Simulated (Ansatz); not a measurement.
# How many bands does the GW gap of Sr3AlN3 (P6_3/m) need?

How do accuracy and time trade against each other in G0W0 on Sr3AlN3 (P6_3/m)?

Main program and level: Ansatz 0.2.0; G0W0 on PBE, plane waves, PAW; PAW set soft_1.

**1. The structure**

Symmetry: P6_3/m, No. 176, hexagonal system. The conventional cell has a = 7.661 Å, b = 7.661 Å, c = 5.396 Å, α = 90.00°, β = 90.00°, γ = 120.00°. Nearest to Sr lie 5 N at 2.55 to 2.83 Å. Al has 3 N at 1.86 Å nearest. N has 1 Al at 1.86 Å and 5 Sr at 2.55 to 2.83 Å nearest. Farther neighbours and most contacts between anions are not listed.

Structure file:

```
Sr Al N
1.0
     7.66141    0.00000    0.00000
    -3.83071    6.63498    0.00000
     0.00000    0.00000    5.39586
Sr Al N
6 2 6
Cartesian
  4.6543 4.2507 1.3490
  5.1848 0.4789 1.3490
  1.6531 1.9054 1.3490
  -0.8236 2.3843 4.0469
  -1.3541 6.1561 4.0469
  2.1777 4.7296 4.0469
  3.8307 2.2117 4.0469
  0.0000 4.4233 1.3490
  4.5906 3.9113 4.0469
  4.9227 0.7038 4.0469
  1.9788 2.0199 4.0469
  -0.7599 2.7236 1.3490
  -1.0920 5.9312 1.3490
  1.8519 4.6151 1.3490
```

The cell and positions are those that the Materials Project relaxed with its own functionals (PBE, PBE+U or r2SCAN), kept fixed.

**2. 169 empty bands, screening to 42 eV**

G0W0 replaces the xc potential by the self-energy, built once from these orbitals. Only a window of levels is corrected, while the sums run over the empty bands that the input names. This step takes PAW set soft_1 files.

input.yaml

```yaml
crystal:
  lattice:
    - [7.6614142586, 0.0, 0.0]
    - [-3.8307071293, 6.6349793769, 0.0]
    - [0.0, 0.0, 5.395857]
  atoms:
    - { symbol: Sr, position: [0.927824, 0.640649, 0.25] }
    - { symbol: Sr, position: [0.712825, 0.072176, 0.25] }
    - { symbol: Sr, position: [0.359351, 0.287175, 0.25] }
    - { symbol: Sr, position: [0.072176, 0.359351, 0.75] }
    - { symbol: Sr, position: [0.287175, 0.927824, 0.75] }
    - { symbol: Sr, position: [0.640649, 0.712825, 0.75] }
    - { symbol: Al, position: [0.66666667, 0.33333333, 0.75] }
    - { symbol: Al, position: [0.33333333, 0.66666667, 0.25] }
    - { symbol: "N", position: [0.893933, 0.589504, 0.75] }
    - { symbol: "N", position: [0.695571, 0.106067, 0.75] }
    - { symbol: "N", position: [0.410496, 0.304429, 0.75] }
    - { symbol: "N", position: [0.106067, 0.410496, 0.25] }
    - { symbol: "N", position: [0.304429, 0.893933, 0.25] }
    - { symbol: "N", position: [0.589504, 0.695571, 0.25] }
kpoints:
  mp_grid: { grid: [3, 3, 4] }
hamiltonian:
  xc: pbe
  pseudopotentials: { kind: paw, azcp: { folder: soft_1 } }
scf:
  occupations: { method: fixed }
gw:
  n_empty_bands: 169
  ecut_chi: 42
  qp_bands: [v4, c4]
  qp_kpoints: band_edges
  screening: { model: contour_deformation }
```

Started as:

```bash
$ ansatz run input.yaml --threads 2 --pin off --max-ram 92160MiB --backend cuda --events-out ev --progress --plain --runs-dir out --devices 1 --max-vram 13GiB
```

Numbers of over 12 decimals in the logs are rounded to 6 here.

Log:

```text
GPUs: using 1 of 1 available (devices: 1).
Engine: ansatz 0.2.0, x86_64-unknown-linux-gnu
Pseudopotentials: kind: paw
Pseudopotential: Sr, paw, valence charge 10, recommended cutoff 420 eV (normal), soft_1/Sr.paw.azcp
Pseudopotential: Al, paw, valence charge 3, recommended cutoff 420 eV (normal), soft_1/Al.paw.azcp
Pseudopotential: N, paw, valence charge 5, recommended cutoff 420 eV (normal), soft_1/N.paw.azcp
Functional definition: PBE
  parameter kappa = 0.804
  parameter beta = 0.066725
  exchange = pbe_x(kappa = kappa, mu = beta*pi^2/3)
  correlation = pbe_c(beta = beta)
device memory: the entry about to start is reckoned to put 3.1 GiB on a device that reports 47.1 GiB free (of which the cap on the GPU budget leaves the run 13.0 GiB)
GPU FFT provider: cuFFT
GPU libraries: cuBLAS 13.8.2, cuFFT 12.4.0, cuSOLVER 12.3.4
Crystal: 14 atoms, lattice volume = 274.289 Å³
Basis set: ecut = 420 eV, 5329 PW (Γ)
Bands: 62, of which v1, the nominal top of the filled ones, is band 48 counted from 1 (47 counted from 0)
Symmetry: 12 space group operations
Space group: P63/m (ITA 176), of the structure as read, at distance tolerance 6.5e-5 Å
k-points: 9 of 36
Non-local potential: Sr, projectors of the file, l = 0: 3, l = 1: 2, l = 2: 2
Non-local potential: Al, projectors of the file, l = 0: 2, l = 1: 2, l = 2: 1
Non-local potential: N, projectors of the file, l = 0: 2, l = 1: 2, l = 2: 1
PAW form: soft (Blöchl's): semilocal exchange-correlation on the pseudo side does not see the compensation charge
PAW one-centre angular grid: Sr, 110 points (default); XC on 64 Gauss nodes
PAW one-centre angular grid: Al, 110 points (default); XC on 64 Gauss nodes
PAW one-centre angular grid: N, 110 points (default); XC on 64 Gauss nodes
Initial density: superposition of atomic densities (chi_scale 0.1, normalization cell, long waves kept (reshape's long-wave potential 0.09 eV rms))
Initial wavefunctions: pseudopotential atomic-orbital guess
GPU buffer pool allocated for 116640 grid points (all kernels)
GPU transforms: local potential and band sums: pruned to the plane-wave sphere, on 54×54×40
Functional: x = pbe(κ = 0.804, μ = 0.219515), c = pbe(β = 0.066725)
SCF iter   1: F=—  HF=-24658.071080 eV  |F-HF|=—  |Δ(HF+E_count)|=         —  Δρ=4.28e-2  dr2=9.62e0  ethr=3.10e-3  ⟨swp⟩=6.1  Hψ=2126  notcnv=0  defer=100
preconditioner: auto → Resta (q_TF=auto, 2.290 Å⁻¹)  ε∞=3.2  [insulator: Δε(μ)=1.333 eV  Ē_g=13.718 eV  n_scr=56 (ndim 8)  ℏωp=20.5 eV  f_vac=0.000  ε∞_Penn≈3.2]
SCF iter   2: F=—  HF=-24656.124754 eV  |F-HF|=—  |Δ(HF+E_count)|=    1.95e0  Δρ=2.97e-2  dr2=2.51e0  ethr=3.10e-3  ⟨swp⟩=3.0  Hψ=904  notcnv=0  defer=103
SCF iter   3: F=—  HF=-24655.636794 eV  |F-HF|=—  |Δ(HF+E_count)|=   4.88e-1  Δρ=1.35e-2  dr2=1.07e0  ethr=2.62e-3  ⟨swp⟩=3.0  Hψ=709  notcnv=0  defer=100
SCF iter   4: F=—  HF=-24655.462958 eV  |F-HF|=—  |Δ(HF+E_count)|=   1.74e-1  Δρ=3.07e-3  dr2=3.04e-2  ethr=1.11e-3  ⟨swp⟩=2.2  Hψ=689  notcnv=0  defer=103
SCF iter   5: F=—  HF=-24655.475874 eV  |F-HF|=—  |Δ(HF+E_count)|=   1.29e-2  Δρ=5.81e-4  dr2=1.61e-3  ethr=3.17e-5  ⟨swp⟩=3.7  Hψ=1025  notcnv=0  defer=106
SCF iter   6: F=—  HF=-24655.477494 eV  |F-HF|=—  |Δ(HF+E_count)|=   1.62e-3  Δρ=1.50e-4  dr2=1.37e-4  ethr=1.68e-6  ⟨swp⟩=2.7  Hψ=895  notcnv=0  defer=106
SCF iter   7: F=—  HF=-24655.477654 eV  |F-HF|=—  |Δ(HF+E_count)|=   1.60e-4  Δρ=4.67e-5  dr2=7.71e-6  ethr=1.42e-7  ⟨swp⟩=2.0  Hψ=841  notcnv=0  defer=106
SCF iter   8: F=—  HF=-24655.477665 eV  |F-HF|=—  |Δ(HF+E_count)|=   1.10e-5  Δρ=1.29e-5  dr2=1.01e-6  ethr=8.03e-9  ⟨swp⟩=2.0  Hψ=900  notcnv=0  defer=104
SCF iter   9: F=-24655.477666 eV  HF=-24655.477666 eV  |F-HF|=1.04e-8  |Δ(HF+E_count)|=   7.19e-7  Δρ=3.84e-6  dr2=6.57e-8  ethr=1.04e-10  ⟨swp⟩=17.9  Hψ=4184  notcnv=0
SCF 1 converged in 9 iterations: F = -24655.477666 eV  dr2 = 6.57e-8
  greatest PAW one-centre occupation: 0.987 electrons in one spin orbital (limit 2), on the Sr atom at site 5 (counted from 0), in its partial waves of l = 0
device memory: the entry about to start is reckoned to put 3.7 GiB (of the 3.8 GiB reckoned in all, the device holds 0.1 GiB already) on a device that reports 47.1 GiB free (of which the cap on the GPU budget leaves the run 12.9 GiB)
NSCF: frozen V_eff on 9 k-points
the band table was solved once the SCF had ended and its energy, with any forces and stress, was formed, with the checks that follow a solve (2573 applications of the Hamiltonian). They found nothing against the state; the energy, forces and stress were not computed again (output.eigenvalues in the input reference)
device memory: the entry about to start is reckoned to put 3.0 GiB on a device that reports 47.1 GiB free (of which the cap on the GPU budget leaves the run 13.0 GiB)
NSCF: frozen V_eff on 9 k-points
G₀W₀ screening: q 1/9
[... further progress lines ...]
device memory: the entry about to start is reckoned to put 1.3 GiB on a device that reports 47.1 GiB free (of which the cap on the GPU budget leaves the run 13.0 GiB)
NSCF: frozen V_eff on 1 k-points
device memory: the entry about to start is reckoned to put 1.3 GiB on a device that reports 47.1 GiB free (of which the cap on the GPU budget leaves the run 13.0 GiB)
NSCF: frozen V_eff on 1 k-points
SCF converged after 9 iterations
Free energy (F): -24655.477666 eV
Harris-Foulkes:  -24655.477666 eV  (|F-HF|=1.04e-8)
Internal energy: -24655.477666 eV  (E = F + TS)
E sigma→0 (E₀):  -24655.477666 eV
Fermi energy:    7.260647 eV
--- Per-component energies (eV) ---
  E_band       = -458.845346
  E_kinetic    = 2211.942785
  E_local      = -5226.585462  (includes V_loc(G=0)·N_el)
  E_nonlocal   = 1629.926048
  E_hartree    = 1377.524593
  E_xc         = -1490.287701
  E_vxc        = -1451.949467  (∫ρ·V_xc dr)
  E_paw        = -17844.716159  (= ΣΔE_a)
  E_vpaw       = -377.230254  (= ΣTr[D̂ρ^β])
  E_aug_tail   = 0.004954  (compensation charges beyond the density's cutoff)
  E_ewald      = -5313.286723
  E_smearing   = -0.000000  (= −TS)
  E_closure    = -0.000000  (closes the sum)
  Σ components = -24655.477666   (vs F -24655.477666, Δ=0.00e0)
--- Band table (eV; the first three rows and the last of 9) ---
  k-point 0: bands = [... 44 lower, 6.9914, 7.1741, 7.1741, 7.2606, 7.7569, 9.5315, 9.5575, 9.9305, ... 10 higher]
  k-point 1: bands = [... 44 lower, 6.9009, 6.9009, 6.9667, 7.1510, 8.4209, 9.3088, 9.6169, 9.9558, ... 10 higher]
  k-point 2: bands = [... 44 lower, 6.7832, 6.7832, 6.9926, 6.9926, 9.1109, 9.1109, 9.6356, 9.6356, ... 10 higher]
  k-point 8: bands = [... 44 lower, 6.7300, 6.7300, 6.7454, 6.7454, 9.2469, 9.2469, 9.8341, 9.8341, ... 10 higher]
--- G₀W₀: contour deformation, 7 samples at zero and on the imaginary axis and 2 off it, 36 q-points, 169 empty bands' worth ---
  eigenvalues of the whole cell's RPA ε∞ on this k-mesh (on a slab, of 1 + 4πα/V) = 4.9804, 8.7443, 8.7443; static W/v taken at q = 0 is 0.133868
  bands read: the sum over 217 bands ends inside a degenerate multiplet in 3 slots, whose members it reads at an even weight; the widest, k=2: bands 217 to 218 (counted from 1) at 1/2 each
  gw.qp_kpoints: band_edges: 9 of 9 stored k-points solved, in 1 pass; an edge of the gap read off the rows below is read off those points alone
  `?` marks the rows in doubt; gw_qp.tsv's column doubts and the gw_qp event give each row's grounds
    ik  band        ε_KS         Σx   Σc(E_QP)       V_xc       Z   E_QP_lin       E_QP  E_QP is
     0    45      6.9914   -18.9744     3.5593   -15.4722  0.6846     7.0483     7.0485  root
     0    46      7.1741   -19.3384     3.3933   -16.0536  0.6898     7.2819     7.2826  root
     0    47      7.1741   -19.3384     3.3933   -16.0536  0.6898     7.2819     7.2826  root
     0    48      7.2606   -19.7352     3.6366   -16.2552  0.6869     7.4159     7.4172  root
     0    49      7.7569    -6.6518    -2.8599    -9.7383  0.7572     7.9860     7.9835  root
     0    50      9.5315    -6.9613    -3.6142   -11.0574  0.7209    10.0411    10.0132  root
     0    51      9.5575    -5.8264    -3.5604    -9.9110  0.7489    10.1026    10.0818  root
     0    52      9.9305    -5.2965    -3.7863    -9.3903  0.7128    10.2457    10.2379  root
     1    45      6.9009   -19.5035     3.5823   -16.0191  0.6837     6.9983     6.9988  root
     1    46      6.9009   -19.5035     3.5823   -16.0191  0.6837     6.9983     6.9988  root
     1    47      6.9667   -19.1082     3.6227   -15.5463  0.6829     7.0272     7.0274  root
     1    48      7.1510   -19.4383     3.6104   -15.9510  0.6857     7.2732     7.2741  root
     1    49      8.4209    -6.7940    -2.9451   -10.0541  0.7493     8.7418     8.7359  root
     1    50      9.3088    -6.6084    -3.5146   -10.6070  0.7334     9.8205     9.7928  root
     1    51      9.6169    -6.4606    -3.5368   -10.4754  0.7270    10.1211    10.0949  root
     1    52      9.9558    -6.0053    -3.7270   -10.2525  0.7298    10.4988    10.4760  root
     2    45      6.7832   -19.3330     3.6098   -15.8109  0.6815     6.8705     6.8710  root
     2    46      6.7832   -19.3330     3.6098   -15.8109  0.6815     6.8705     6.8710  root
     2    47      6.9926   -19.1858     3.6320   -15.6304  0.6830     7.0688     7.0692  root
     2    48      6.9926   -19.1858     3.6320   -15.6304  0.6830     7.0688     7.0692  root
     2    49      9.1109    -7.1477    -3.4304   -11.1220  0.7309     9.6772     9.6548  root
     2    50      9.1109    -7.1477    -3.4304   -11.1220  0.7309     9.6772     9.6548  root
     2    51      9.6356    -4.7561    -3.5741    -8.5709  0.7400     9.8802     9.8763  root
     2    52      9.6356    -4.7561    -3.5741    -8.5709  0.7400     9.8802     9.8763  root
[...]
4    50      9.3727    -6.8396    -3.5236   -10.8705  0.7286     9.9029     9.8799  root ?
[...]
6    50      9.2934    -7.6434    -3.2966   -11.4435  0.7265     9.8208     9.7970  root ?
     6    51      9.2934    -7.6434    -3.2966   -11.4435  0.7265     9.8208     9.7970  root ?
[...]
8    45      6.7300   -18.9435     3.6571   -15.3475  0.6740     6.7908     6.7911  root
     8    46      6.7300   -18.9435     3.6571   -15.3475  0.6740     6.7908     6.7911  root
     8    47      6.7454   -19.2492     3.6386   -15.7040  0.6775     6.8383     6.8389  root
     8    48      6.7454   -19.2492     3.6386   -15.7040  0.6775     6.8383     6.8389  root
     8    49      9.2469    -6.9834    -3.4944   -11.0075  0.7287     9.7988     9.7767  root
     8    50      9.2469    -6.9834    -3.4944   -11.0075  0.7287     9.7988     9.7767  root
     8    51      9.8341    -5.3487    -3.5809    -9.3265  0.7315    10.2443    10.2311  root
     8    52      9.8341    -5.3487    -3.5809    -9.3265  0.7315    10.2443    10.2311  root
```

Run time: 22 s. Hardware: 1 × NVIDIA H100 80GB HBM3 (shared by 6 runs) with 2 threads of AMD EPYC 7R13 (Zen 3), shared host; peak memory 1.3 GiB; 30 s of CPU time.

The column dr2 measures how far the density is from self-consistency, as an energy; F and HF (Harris–Foulkes) agree once it is small.

Numbers from this step:

| Property | Result |
| --- | --- |
| bands summed | 217 |
| RPA ε∞ on this mesh (eigenvalues) | 4.980, 8.744, 8.744 |
| plane waves in the screening matrix | 155 |
| q-points in the mesh | 36 |
| G0W0 gap on the mesh | 0.5663 eV |
| k of the valence top | 0, 0, 0 |
| k of the conduction bottom | 0, 0, 0 |
| starting gap on the mesh | 0.4963 eV |
| Z at the valence top | 0.6869 |
| Z at the conduction bottom | 0.7572 |
| least direct G0W0 gap on the computed points | 0.5663 eV |

The gap on the mesh goes from 0.50 eV to 0.57 eV, a correction of +0.07 eV. Between the two edge states, bare exchange in place of the xc potential would open the gap by 6.57 eV, and correlation takes back 6.50 eV.

**3. 479 empty bands, screening to 84 eV**

Another rung: the empty bands reach about as high as the screening cutoff, so the two stay in balance.

Edit input.yaml of step 2 so:

```diff
@@ -28,4 +28,4 @@
 gw:
-  n_empty_bands: 169
-  ecut_chi: 42
+  n_empty_bands: 479
+  ecut_chi: 84
   qp_bands: [v4, c4]
```

Log:

```text
GPUs: using 1 of 1 available (devices: 1).
[...]
GPU FFT provider: cuFFT
GPU libraries: cuBLAS 13.8.2, cuFFT 12.4.0, cuSOLVER 12.3.4
Crystal: 14 atoms, lattice volume = 274.289 Å³
Basis set: ecut = 420 eV, 5329 PW (Γ)
Bands: 62, of which v1, the nominal top of the filled ones, is band 48 counted from 1 (47 counted from 0)
Symmetry: 12 space group operations
[...]
k-points: 9 of 36
[...]
GPU buffer pool allocated for 116640 grid points (all kernels)
[...]
SCF iter   1: F=—  HF=-24658.071080 eV  |F-HF|=—  |Δ(HF+E_count)|=         —  Δρ=4.28e-2  dr2=9.62e0  ethr=3.10e-3  ⟨swp⟩=6.1  Hψ=2126  notcnv=0  defer=100
[...]
SCF iter   9: F=-24655.477666 eV  HF=-24655.477666 eV  |F-HF|=1.04e-8  |Δ(HF+E_count)|=   7.19e-7  Δρ=3.84e-6  dr2=6.57e-8  ethr=1.04e-10  ⟨swp⟩=17.9  Hψ=4184  notcnv=0
SCF 1 converged in 9 iterations: F = -24655.477666 eV  dr2 = 6.57e-8
[...]
NSCF: frozen V_eff on 9 k-points
[...]
G₀W₀ screening: q 1/9
[... further progress lines ...]
[...]
SCF converged after 9 iterations
Free energy (F): -24655.477666 eV
[...]
Internal energy: -24655.477666 eV  (E = F + TS)
E sigma→0 (E₀):  -24655.477666 eV
Fermi energy:    7.260647 eV
[...]
--- Band table (eV; the first three rows and the last of 9) ---
  k-point 0: bands = [... 44 lower, 6.9914, 7.1741, 7.1741, 7.2606, 7.7569, 9.5315, 9.5575, 9.9305, ... 10 higher]
  k-point 1: bands = [... 44 lower, 6.9009, 6.9009, 6.9667, 7.1510, 8.4209, 9.3088, 9.6169, 9.9558, ... 10 higher]
  k-point 2: bands = [... 44 lower, 6.7832, 6.7832, 6.9926, 6.9926, 9.1109, 9.1109, 9.6356, 9.6356, ... 10 higher]
  k-point 8: bands = [... 44 lower, 6.7300, 6.7300, 6.7454, 6.7454, 9.2469, 9.2469, 9.8341, 9.8341, ... 10 higher]
[...]
0    45      6.9914   -18.9744     3.2484   -15.4722  0.6763     6.7333     6.7377  root
     0    46      7.1741   -19.3384     3.0671   -16.0536  0.6809     6.9533     6.9564  root
     0    47      7.1741   -19.3384     3.0671   -16.0536  0.6809     6.9533     6.9564  root
     0    48      7.2606   -19.7352     3.2934   -16.2552  0.6781     7.0718     7.0741  root
     0    49      7.7569    -6.6518    -2.9811    -9.7383  0.7531     7.8628     7.8624  root
     0    50      9.5315    -6.9613    -3.8128   -11.0574  0.7175     9.8205     9.8147  root
     0    51      9.5575    -5.8264    -3.7716    -9.9110  0.7460     9.8770     9.8705  root
     0    52      9.9305    -5.2965    -3.9528    -9.3903  0.7105    10.0728    10.0715  root
[...]
8    49      9.2469    -6.9834    -3.7119   -11.0075  0.7250     9.5658     9.5591  root
     8    50      9.2469    -6.9834    -3.7119   -11.0075  0.7250     9.5658     9.5591  root
     8    51      9.8341    -5.3487    -3.7644    -9.3265  0.7292    10.0507    10.0475  root
     8    52      9.8341    -5.3487    -3.7644    -9.3265  0.7292    10.0507    10.0475  root
```

Run time: 38 s. Hardware: 1 × NVIDIA H100 80GB HBM3 (shared by 6 runs) with 2 threads; peak memory 2 GiB.

Numbers from this step:

```yaml
bands_summed: 527
rpa_eps_infinity_on_this_mesh_eigenvalues: 4.914, 8.613, 8.613
plane_waves_in_the_screening_matrix: 453
q_points_in_the_mesh: 36
g0w0_gap_on_the_mesh: 0.7883 eV
k_of_the_valence_top: 0, 0, 0
k_of_the_conduction_bottom: 0, 0, 0
starting_gap_on_the_mesh: 0.4963 eV
z_at_the_valence_top: 0.6781
z_at_the_conduction_bottom: 0.7531
least_direct_g0w0_gap_on_the_computed_points: 0.7883 eV
```

Against the run with 3×3×4 mesh, 169 empty bands, screening to 42 eV, PAW set soft_1 files, the gap moves by +0.22 eV.

**4. 1031 empty bands, screening to 140 eV**

Edit input.yaml of step 3 so:

```diff
@@ -28,4 +28,4 @@
 gw:
-  n_empty_bands: 479
-  ecut_chi: 84
+  n_empty_bands: 1031
+  ecut_chi: 140.0
   qp_bands: [v4, c4]
```

Log:

```text
GPUs: using 1 of 1 available (devices: 1).
[...]
GPU FFT provider: cuFFT
GPU libraries: cuBLAS 13.8.2, cuFFT 12.4.0, cuSOLVER 12.3.4
Crystal: 14 atoms, lattice volume = 274.289 Å³
Basis set: ecut = 420 eV, 5329 PW (Γ)
Bands: 62, of which v1, the nominal top of the filled ones, is band 48 counted from 1 (47 counted from 0)
Symmetry: 12 space group operations
[...]
k-points: 9 of 36
[...]
0    52      9.9305    -5.2965    -4.0461    -9.3903  0.7098     9.9784     9.9781  root
[...]
8    49      9.2469    -6.9834    -3.8266   -11.0075  0.7237     9.4467     9.4444  root
     8    50      9.2469    -6.9834    -3.8266   -11.0075  0.7237     9.4467     9.4444  root
     8    51      9.8341    -5.3487    -3.8612    -9.3265  0.7284     9.9516     9.9507  root
     8    52      9.8341    -5.3487    -3.8612    -9.3265  0.7284     9.9516     9.9507  root
[key lines of the parts left out:]
SCF converged after 9 iterations
Free energy (F): -24655.477666 eV
Fermi energy:    7.260647 eV
```

Elapsed: 69 s, on 1 × NVIDIA H100 80GB HBM3 (shared by 6 runs) with 2 threads; peak memory 3.9 GiB; 1.9 min of CPU time.

This step gave:

| Property | Result |
| --- | --- |
| bands summed | 1079 |
| RPA ε∞ on this mesh (eigenvalues) | 4.902, 8.574, 8.574 |
| plane waves in the screening matrix | 1037 |
| G0W0 gap on the mesh | 0.9319 eV |
| k of the valence top | 0, 0, 0 |
| k of the conduction bottom | 0, 0, 0 |
| starting gap on the mesh | 0.4963 eV |
| least direct G0W0 gap on the computed points | 0.9319 eV |

Against the run with 3×3×4 mesh, 479 empty bands, screening to 84 eV, PAW set soft_1 files, the gap moves by +0.14 eV.

(Continued in part 2 of 2.)

[Paths, hosts, dates, memory and timing lines, banners, echoed tables and standing remarks are left out of the program output.]

[Logs are printed without paths, hosts, clocks, repeated set-up lines and the standing remarks that a program may print on its own settings, such as how far it seeks lower states.]

[Runs of the session that timed out or met a known fault of the program may be left out.]

[Cells called generated may have been cut or substituted from an entry of the Crystallography Open Database or the Materials Project.]

[Hosts, paths, dates, database ids (printed as entryN), source tags and the programs' standing remarks are cut or masked in the printed files.]
